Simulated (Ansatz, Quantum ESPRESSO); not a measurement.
# Work function of Ba(100), 5 layers, one monolayer of Au on top sites, part 5 of 7

How much energy does it take to lift an electron out of Ba(100), 5 layers, one monolayer of Au on top sites, and how far do the settings matter?

Quantum ESPRESSO 7.5; plane-wave DFT, PBE, GBRV ultrasoft pseudopotentials; geometry and cross-check by Ansatz 0.2.0 with PAW datasets.

So far. Step 8 (SCF with pw.x: open boundaries by the effective …): The upper level is 5.341 eV against 5.330 eV from the periodic run.

### Step 9. Self-consistent run: rev-vdW-DF2, GBRV ultrasoft

The geometry stays; functional or pseudopotentials change.

Level of this step: plane-wave DFT, rev-vdW-DF2, GBRV ultrasoft pseudopotentials made under PBE (Quantum ESPRESSO 7.5). input_dft overrides the functional of the files.

The input, gbrv-vdw-df2-b86r.in:

```
&control
  prefix = 'gbrv-vdw-df2-b86r'
  outdir = './out'
  pseudo_dir = './pseudo'
  calculation = 'scf'
  tprnfor = .true.
/
&system
  ibrav = 0
  nat = 6
  ntyp = 2
  ecutwfc = 40
  ecutrho = 200
  input_dft = 'vdw-df2-b86r'
  occupations = 'smearing'
  smearing = 'mv'
  degauss = 0.02
  assume_isolated = 'esm'
  esm_bc = 'bc1'
/
&electrons
  conv_thr = 1e-07
  mixing_beta = 0.4
  electron_maxstep = 120
  mixing_mode = 'local-TF'
/
ATOMIC_SPECIES
  Ba  137.3270  ba_pbe_v1.uspp.F.UPF
  Au  196.9666  au_pbe_v1.uspp.F.UPF
CELL_PARAMETERS angstrom
  5.02000000000000 0.00000000000000 0.00000000000000
  0.00000000000000 5.02000000000000 0.00000000000000
  0.00000000000000 0.00000000000000 29.04000000000000
ATOMIC_POSITIONS crystal
  Ba  0.000000000000 0.000000000000 -0.234529297158
  Ba  0.500000000000 0.500000000000 -0.148096790258
  Ba  0.000000000000 0.000000000000 -0.061664283358
  Ba  0.500000000000 0.500000000000 0.026960693908
  Ba  0.000000000000 0.000000000000 0.137987995220
  Au  0.000000000000 0.000000000000 0.234529297158
K_POINTS automatic
  6 6 1 0 0 0
```

Run with:

```sh
> OMP_NUM_THREADS=1 mpirun -n 4 pw.x -nk 2 -in gbrv-vdw-df2-b86r.in > gbrv-vdw-df2-b86r.out
```

The program printed:

```text
[banner, memory and clock lines left out]
Program PWSCF v.7.5 starts
[citation notice left out]

[...]
Message from routine setup:
[...]
bravais-lattice index     =            0
     lattice parameter (alat)  =       9.4864  a.u.
     unit-cell volume          =    4938.5636 (a.u.)^3
     number of atoms/cell      =            6
     number of atomic types    =            2
     number of electrons       =        61.00
     number of Kohn-Sham states=           37
     kinetic-energy cutoff     =      40.0000  Ry
     charge density cutoff     =     200.0000  Ry
     scf convergence threshold =      1.0E-07
     mixing beta               =       0.4000
     number of iterations used =            8  local-TF  mixing
     Exchange-correlation= VDW-DF2-B86R
                           (   1   4  26   0   2   0   0)

     Effective Screening Medium Method
     Boundary Conditions: Vacuum-Slab-Vacuum
     total charge in unit cell        =   0.0000
     grid points for fit at edges     =        4

[...]
PseudoPot. # 1 for Ba read from file:
     ./pseudo/ba_pbe_v1.uspp.F.UPF
     Pseudo is Ultrasoft + core correction, Zval = 10.0
     Generated by new atomic code, or converted to UPF format
     Using radial grid of  907 points,  7 beta functions with:
                l(1) =   0
                l(2) =   0
                l(3) =   1
                l(4) =   1
                l(5) =   2
                l(6) =   2
                l(7) =   3
     Q(r) pseudized with  6 coefficients,  rinner =    1.700   1.700   1.700
                                                       1.700   1.700   1.700
                                                       1.700

     PseudoPot. # 2 for Au read from file:
     ./pseudo/au_pbe_v1.uspp.F.UPF
     Pseudo is Ultrasoft + core correction, Zval = 11.0
     Generated by new atomic code, or converted to UPF format
     Using radial grid of  985 points,  7 beta functions with:
                l(1) =   0
                l(2) =   0
                l(3) =   1
                l(4) =   1
                l(5) =   2
                l(6) =   2
                l(7) =   3
     Q(r) pseudized with  6 coefficients,  rinner =    1.900   1.900   1.900
                                                       1.900   1.900   1.900
                                                       1.900

     atomic species   valence    mass     pseudopotential
     Ba               10.00   137.32700     Ba( 1.00)
     Au               11.00   196.96660     Au( 1.00)

      8 Sym. Ops. (no inversion) found

[...]
number of k points=    10  Marzari-Vanderbilt smearing, width (Ry)=  0.0200
[...]
Dense  grid:   236071 G-vectors     FFT dimensions: (  45,  45, 250)

     Smooth grid:   168565 G-vectors     FFT dimensions: (  40,  40, 225)

     Check: negative core charge=   -0.000003

     Initial potential from superposition of free atoms

     starting charge      60.9249, renormalised to      61.0000

     negative rho (up, down):  4.764E-01 0.000E+00

     %%%%%%%%%%%%%%%%%%%%%%%%%%%%%%%%%%%%%%%%%%%%%%%%%%%%%%%%%%%%%%%%%%%%%%%%
     %                                                                      %
     % You are using vdW-DF, which was implemented by the Thonhauser group. %
     % possible and the two reviews that describe the various versions:     %
     %                                                                      %
     %                                                                      %
     % If you are calculating stress with vdW-DF, please also cite:         %
     %                                                                      %
     %                                                                      %
     %%%%%%%%%%%%%%%%%%%%%%%%%%%%%%%%%%%%%%%%%%%%%%%%%%%%%%%%%%%%%%%%%%%%%%%%

     %%%%%%%%%%%%%%%%%%%%%%%%%%%%%%%%%%%%%%%%%%%%%%%%%%%%%%%%%%%%%%%%%%%%%%%%
     %                                                                      %
     %  vdW-DF NEWS:                                                        %
     %                                                                      %
     %  * vdW-DF3 is now available. DOI: 10.1021/acs.jctc.0c00471           %
     %    use with input_dft = 'vdW-DF3-opt1' or 'vdW-DF3-opt2'             %
     %                                                                      %
     %  * Unscreened and range-separated hybrid vdW-DF-cx functionals       %
     %    DOI: 10.1063/1.4986522 and 10.1088/1361-648X/ac2ad2               %
     %    use with input_dft = 'vdW-DF-cx0'    and 'vdW-DF-ahcx'            %
     %  * Unscreened and range-separated hybrid vdW-DF2-b86r functionals    %
     %    DOI: 10.1063/1.4986522 and DOI: 10.1103/PhysRevX.12.041003        %
     %    use with input_dft = 'vdW-DF2-br0' and 'vdW-DF2-ahbr'             %
     %                                                                      %
     %%%%%%%%%%%%%%%%%%%%%%%%%%%%%%%%%%%%%%%%%%%%%%%%%%%%%%%%%%%%%%%%%%%%%%%%

     Starting wfcs are   74 randomized atomic wfcs

     per-process dynamical memory:   141.5 Mb

     Self-consistent Calculation

     iteration #  1     ecut=    40.00 Ry     beta= 0.40
     Davidson diagonalization with overlap
     ethr =  1.00E-02,  avg # of iterations =  1.1

     negative rho (up, down):  4.645E-01 0.000E+00

     total energy              =    -466.28062877 Ry
     estimated scf accuracy    <       1.46321459 Ry

     iteration #  2     ecut=    40.00 Ry     beta= 0.40
[...]
negative rho (up, down):  4.426E-01 0.000E+00

[...]
total energy              =    -466.22507824 Ry
     estimated scf accuracy    <       0.73165654 Ry

     iteration #  3     ecut=    40.00 Ry     beta= 0.40
[...]
negative rho (up, down):  4.462E-01 0.000E+00

[...]
total energy              =    -466.26795286 Ry
     estimated scf accuracy    <       0.09377351 Ry

     iteration #  4     ecut=    40.00 Ry     beta= 0.40
[...]
negative rho (up, down):  4.462E-01 0.000E+00

[...]
total energy              =    -466.30037029 Ry
     estimated scf accuracy    <       0.03566721 Ry

     iteration #  5     ecut=    40.00 Ry     beta= 0.40
[...]
c_bands:  1 eigenvalues not converged
     c_bands:  1 eigenvalues not converged
     c_bands:  1 eigenvalues not converged
     c_bands:  1 eigenvalues not converged
[...]
negative rho (up, down):  4.438E-01 0.000E+00

[...]
total energy              =    -466.30924564 Ry
     estimated scf accuracy    <       0.05767629 Ry

     iteration #  6     ecut=    40.00 Ry     beta= 0.40
[...]
c_bands:  2 eigenvalues not converged
[...]
negative rho (up, down):  4.428E-01 0.000E+00

[...]
total energy              =    -466.31061350 Ry
     estimated scf accuracy    <       0.04625835 Ry

[...]
iteration # 41     ecut=    40.00 Ry     beta= 0.40
[...]
negative rho (up, down):  4.428E-01 0.000E+00

[...]
total energy              =    -466.31683716 Ry
     estimated scf accuracy    <       0.00000044 Ry

     iteration # 42     ecut=    40.00 Ry     beta= 0.40
[...]
c_bands:  2 eigenvalues not converged
[...]
negative rho (up, down):  4.428E-01 0.000E+00

[...]
total energy              =    -466.31684334 Ry
     estimated scf accuracy    <       0.00000030 Ry

     iteration # 43     ecut=    40.00 Ry     beta= 0.40
[...]
c_bands:  1 eigenvalues not converged
[...]
negative rho (up, down):  4.428E-01 0.000E+00

[...]
total energy              =    -466.31684114 Ry
     estimated scf accuracy    <       0.00000040 Ry

     iteration # 44     ecut=    40.00 Ry     beta= 0.40
[...]
negative rho (up, down):  4.428E-01 0.000E+00

[...]
End of self-consistent calculation

          k = 0.0000 0.0000 0.0000 ( 21211 PWs)   bands (ev):

   -33.5798 -33.2380 -32.9538 -32.9448 -32.8747 -18.7813 -18.6836 -18.6836
   -18.4320 -18.3914 -18.3914 -18.2037 -18.1574 -18.1574 -18.1260 -18.1260
   -18.1101 -18.0334 -17.9615 -17.9615  -6.7295  -6.5515  -6.5515  -6.5467
    -6.1702  -6.0744  -6.0623  -5.5727  -4.9558  -4.4992  -4.4481  -4.3757
    -3.9829  -3.4743  -3.2725  -2.6394  -2.4090

          k = 0.0000 0.1667 0.0000 ( 21161 PWs)   bands (ev):

   -33.5791 -33.2370 -32.9522 -32.9441 -32.8753 -18.7817 -18.7051 -18.6799
   -18.4352 -18.4187 -18.3849 -18.1990 -18.1724 -18.1590 -18.1558 -18.1202
   -18.1047 -18.0171 -17.9745 -17.9717  -6.6974  -6.5659  -6.5504  -6.3365
    -6.1554  -6.0702  -5.8934  -5.4434  -4.8553  -4.4083  -4.2854  -4.2293
    -3.8955  -3.4476  -3.2978  -2.8661  -2.7391

[...]
the Fermi energy is    -4.0589 ev

!    total energy              =    -466.31683305 Ry
     estimated scf accuracy    <       0.00000008 Ry
     smearing contrib. (-TS)   =      -0.00386408 Ry
     internal energy E=F+TS    =    -466.31296897 Ry

     The total energy is F=E-TS. E is the sum of the following terms:
     one-electron contribution =    5261.21749982 Ry
     hartree contribution      =   -2631.90987309 Ry
     xc contribution           =    -200.00742499 Ry
     ewald contribution        =   -2895.61317072 Ry

     convergence has been achieved in  44 iterations

     negative rho (up, down):  4.428E-01 0.000E+00

     Forces acting on atoms (cartesian axes, Ry/au):

     atom    1 type  1   force =     0.00000000    0.00000000   -0.00056966
     atom    2 type  1   force =     0.00000000    0.00000000    0.00712570
     atom    3 type  1   force =     0.00000000    0.00000000   -0.00392898
     atom    4 type  1   force =     0.00000000    0.00000000   -0.00085358
     atom    5 type  1   force =     0.00000000    0.00000000   -0.00362267
     atom    6 type  2   force =     0.00000000    0.00000000    0.00213537

     Total force =     0.009217     Total SCF correction =     0.000986
     SCF correction compared to forces is large: reduce conv_thr to get better values

[...]
```

Wall time 8 min (4 MPI ranks of Intel Xeon Platinum 8259CL at 2.50GHz (Skylake/Cascade Lake), shared host); peak memory 2 GiB; 32 min of CPU time.

Read from the output:

| Property | Result |
| --- | --- |
| free energy | -6344.5637 eV |
| Fermi energy | -4.059 eV |
| vacuum line at the lower end of the cell, over the Fermi level | 2.552 eV |
| vacuum line at the upper end of the cell, over the Fermi level | 5.565 eV |

The potential energy, planar mean oscillates, so the rows of the table below give means over windows of 2.56 Å about each position, cut where the curve ends. Its maxima inside the range that stand out by 2 % of the span (Å: eV): -5.6: -0.607, -3.0: -0.494, -0.6: -0.446, 2.3: 1.07, 6.8: 3.78. Its minima: -6.7: -3.71, -4.3: -3.18, -1.9: -3.27, 0.7: -3.54, 4.0: -3.81, 7.3: 3.53.

Electrostatic potential energy of an electron; zero at the Fermi level. Table of potential energy, planar mean by z; means over each step:

z (Å), potential energy, planar mean (eV) and a bar from the least value:
```
   -13.24       2.55 ##################
   -10.68       2.48 ##################
    -8.12      -0.07 ########
    -5.56      -2.22 
    -3.00      -2.06 #
    -0.44      -2.09 
     2.12      -0.75 ######
     4.68      -0.82 #####
     7.24       4.01 ########################
     9.80       5.54 ##############################
    12.36       5.57 ##############################
```

The upper face goes from 5.341 eV (PBE, GBRV) to 5.565 eV, a change of +0.225 eV.

### Step 10. SCF with pw.x: LDA, GBRV ultrasoft

Level of this step: plane-wave DFT, LDA, GBRV ultrasoft pseudopotentials (Quantum ESPRESSO 7.5).

gbrv-lda.in is the input of step 9 with these lines changed:

```diff
@@ -1,3 +1,3 @@
 &control
-  prefix = 'gbrv-vdw-df2-b86r'
+  prefix = 'gbrv-lda'
   outdir = './out'
@@ -13,3 +13,2 @@
   ecutrho = 200
-  input_dft = 'vdw-df2-b86r'
   occupations = 'smearing'
@@ -27,4 +26,4 @@
 ATOMIC_SPECIES
-  Ba  137.3270  ba_pbe_v1.uspp.F.UPF
-  Au  196.9666  au_pbe_v1.uspp.F.UPF
+  Ba  137.3270  ba_lda_v1.uspp.F.UPF
+  Au  196.9666  au_lda_v1.uspp.F.UPF
 CELL_PARAMETERS angstrom
```

Run with:

```sh
> OMP_NUM_THREADS=1 mpirun -n 4 pw.x -nk 2 -in gbrv-lda.in > gbrv-lda.out
```

The program printed:

```text
[banner, memory and clock lines left out]
Program PWSCF v.7.5 starts
[citation notice left out]

[...]
Message from routine setup:
[...]
bravais-lattice index     =            0
     lattice parameter (alat)  =       9.4864  a.u.
     unit-cell volume          =    4938.5636 (a.u.)^3
     number of atoms/cell      =            6
     number of atomic types    =            2
     number of electrons       =        61.00
     number of Kohn-Sham states=           37
     kinetic-energy cutoff     =      40.0000  Ry
     charge density cutoff     =     200.0000  Ry
     scf convergence threshold =      1.0E-07
     mixing beta               =       0.4000
     number of iterations used =            8  local-TF  mixing
     Exchange-correlation= SLA  PZ   NOGX NOGC
                           (   1   1   0   0   0   0   0)

     Effective Screening Medium Method
     Boundary Conditions: Vacuum-Slab-Vacuum
     total charge in unit cell        =   0.0000
     grid points for fit at edges     =        4

[...]
PseudoPot. # 1 for Ba read from file:
     ./pseudo/ba_lda_v1.uspp.F.UPF
     Pseudo is Ultrasoft + core correction, Zval = 10.0
     Generated by new atomic code, or converted to UPF format
     Using radial grid of  907 points,  7 beta functions with:
                l(1) =   0
                l(2) =   0
                l(3) =   1
                l(4) =   1
                l(5) =   2
                l(6) =   2
                l(7) =   3
     Q(r) pseudized with  6 coefficients,  rinner =    1.700   1.700   1.700
                                                       1.700   1.700   1.700
                                                       1.700

     PseudoPot. # 2 for Au read from file:
     ./pseudo/au_lda_v1.uspp.F.UPF
     Pseudo is Ultrasoft + core correction, Zval = 11.0
     Generated by new atomic code, or converted to UPF format
     Using radial grid of  985 points,  7 beta functions with:
                l(1) =   0
                l(2) =   0
                l(3) =   1
                l(4) =   1
                l(5) =   2
                l(6) =   2
                l(7) =   3
     Q(r) pseudized with  6 coefficients,  rinner =    1.900   1.900   1.900
                                                       1.900   1.900   1.900
                                                       1.900

     atomic species   valence    mass     pseudopotential
     Ba               10.00   137.32700     Ba( 1.00)
     Au               11.00   196.96660     Au( 1.00)

      8 Sym. Ops. (no inversion) found

[...]
number of k points=    10  Marzari-Vanderbilt smearing, width (Ry)=  0.0200
[...]
Dense  grid:   236071 G-vectors     FFT dimensions: (  45,  45, 250)

     Smooth grid:   168565 G-vectors     FFT dimensions: (  40,  40, 225)

     Check: negative core charge=   -0.000003

     Initial potential from superposition of free atoms

     starting charge      60.9364, renormalised to      61.0000

     negative rho (up, down):  4.944E-01 0.000E+00
     Starting wfcs are   74 randomized atomic wfcs

     per-process dynamical memory:   141.5 Mb

     Self-consistent Calculation

     iteration #  1     ecut=    40.00 Ry     beta= 0.40
     Davidson diagonalization with overlap
     ethr =  1.00E-02,  avg # of iterations =  1.0

     negative rho (up, down):  4.821E-01 0.000E+00

     total energy              =    -466.40277581 Ry
     estimated scf accuracy    <       1.27758144 Ry

     iteration #  2     ecut=    40.00 Ry     beta= 0.40
[...]
negative rho (up, down):  4.606E-01 0.000E+00

[...]
total energy              =    -466.35680690 Ry
     estimated scf accuracy    <       0.59481555 Ry

     iteration #  3     ecut=    40.00 Ry     beta= 0.40
[...]
negative rho (up, down):  4.671E-01 0.000E+00

[...]
total energy              =    -466.38304806 Ry
     estimated scf accuracy    <       0.08272643 Ry

     iteration #  4     ecut=    40.00 Ry     beta= 0.40
[...]
negative rho (up, down):  4.636E-01 0.000E+00

[...]
total energy              =    -466.41317868 Ry
     estimated scf accuracy    <       0.11745565 Ry

     iteration #  5     ecut=    40.00 Ry     beta= 0.40
[...]
negative rho (up, down):  4.605E-01 0.000E+00

[...]
total energy              =    -466.41225239 Ry
     estimated scf accuracy    <       0.08895750 Ry

     iteration #  6     ecut=    40.00 Ry     beta= 0.40
[...]
negative rho (up, down):  4.610E-01 0.000E+00

[...]
total energy              =    -466.41618970 Ry
     estimated scf accuracy    <       0.11132109 Ry

[...]
iteration # 54     ecut=    40.00 Ry     beta= 0.40
[...]
negative rho (up, down):  4.602E-01 0.000E+00

[...]
total energy              =    -466.43107686 Ry
     estimated scf accuracy    <       0.00000077 Ry

     iteration # 55     ecut=    40.00 Ry     beta= 0.40
[...]
negative rho (up, down):  4.602E-01 0.000E+00

[...]
total energy              =    -466.43107004 Ry
     estimated scf accuracy    <       0.00000057 Ry

     iteration # 56     ecut=    40.00 Ry     beta= 0.40
[...]
negative rho (up, down):  4.602E-01 0.000E+00

[...]
total energy              =    -466.43106772 Ry
     estimated scf accuracy    <       0.00000011 Ry

     iteration # 57     ecut=    40.00 Ry     beta= 0.40
[...]
c_bands:  1 eigenvalues not converged
[...]
negative rho (up, down):  4.602E-01 0.000E+00

[...]
End of self-consistent calculation

          k = 0.0000 0.0000 0.0000 ( 21211 PWs)   bands (ev):

   -33.6283 -33.2851 -33.0049 -32.9764 -32.9140 -18.7634 -18.6612 -18.6612
   -18.4113 -18.3677 -18.3677 -18.1798 -18.1178 -18.1178 -18.1024 -18.1024
   -18.0935 -18.0034 -17.9324 -17.9324  -6.7586  -6.5835  -6.5615  -6.5615
    -6.1737  -6.1240  -6.0623  -5.6276  -4.9818  -4.4964  -4.4404  -4.3803
    -3.9772  -3.3584  -3.2704  -2.6420  -2.4595

          k = 0.0000 0.1667 0.0000 ( 21161 PWs)   bands (ev):

   -33.6276 -33.2842 -33.0035 -32.9758 -32.9144 -18.7639 -18.6829 -18.6575
   -18.4144 -18.3955 -18.3609 -18.1736 -18.1396 -18.1300 -18.1150 -18.0980
   -18.0878 -17.9874 -17.9455 -17.9425  -6.7156  -6.5764  -6.5604  -6.3827
    -6.1593  -6.0702  -5.9446  -5.4974  -4.8828  -4.4083  -4.2793  -4.2330
    -3.8914  -3.4008  -3.2659  -2.8750  -2.7798

[...]
the Fermi energy is    -4.0710 ev

!    total energy              =    -466.43106583 Ry
     estimated scf accuracy    <       0.00000005 Ry
     smearing contrib. (-TS)   =      -0.00442393 Ry
     internal energy E=F+TS    =    -466.42664189 Ry

     The total energy is F=E-TS. E is the sum of the following terms:
     one-electron contribution =    5259.98049616 Ry
     hartree contribution      =   -2631.12100532 Ry
     xc contribution           =    -199.67296201 Ry
     ewald contribution        =   -2895.61317072 Ry

     convergence has been achieved in  57 iterations

     negative rho (up, down):  4.602E-01 0.000E+00

     Forces acting on atoms (cartesian axes, Ry/au):

     atom    1 type  1   force =     0.00000000    0.00000000    0.00473675
     atom    2 type  1   force =     0.00000000    0.00000000    0.00656765
     atom    3 type  1   force =     0.00000000    0.00000000   -0.00410513
     atom    4 type  1   force =     0.00000000    0.00000000   -0.00216296
     atom    5 type  1   force =     0.00000000    0.00000000    0.00930106
     atom    6 type  2   force =     0.00000000    0.00000000   -0.01426051

     Total force =     0.019416     Total SCF correction =     0.000698

[...]
```

Elapsed: 8.7 min, on 4 MPI ranks; peak memory 2 GiB; 35 min of CPU time.

Read from the output:

```
free energy                                                    : -6346.1179 eV
Fermi energy                                                   : -4.071 eV
vacuum line at the lower end of the cell, over the Fermi level : 2.525 eV
vacuum line at the upper end of the cell, over the Fermi level : 5.617 eV
```

The potential energy, planar mean oscillates, so the rows of the table below give means over windows of 2.56 Å about each position, cut where the curve ends. Its maxima inside the range that stand out by 2 % of the span (Å: eV): -5.6: -0.410, -3.0: -0.321, -0.6: -0.276, 2.3: 1.23, 6.8: 3.86. Its minima: -6.8: -3.57, -4.3: -3.07, -1.9: -3.16, 0.7: -3.42, 4.0: -3.68, 7.3: 3.62.

Electrostatic potential energy of an electron; zero at the Fermi level. Potential energy, planar mean against z; means over each step:

```csv
z (Å),"potential energy, planar mean (eV)"
-13.24,2.52
-10.68,2.48
-8.12,0.0312
-5.56,-2.04
-3.00,-1.91
-0.44,-1.94
2.12,-0.595
4.68,-0.653
7.24,4.10
9.80,5.60
12.36,5.62
```

The upper face goes from 5.341 eV (PBE, GBRV) to 5.617 eV, a change of +0.276 eV.

(Part 5 of 7 ends here.)

[Logs are printed without paths, hosts, clocks, repeated set-up lines and the standing remarks that a program may print on its own settings, such as how far it seeks lower states.]

[Hosts, paths, dates, database ids (printed as entryN), source tags and the programs' standing remarks are cut or masked in the printed files.]

[Maps of the electrostatic potential energy from Ansatz leave out the sawtooth potential of an applied field or a dipole correction, so their vacuum need not be flat; planar profiles and work functions include it.]
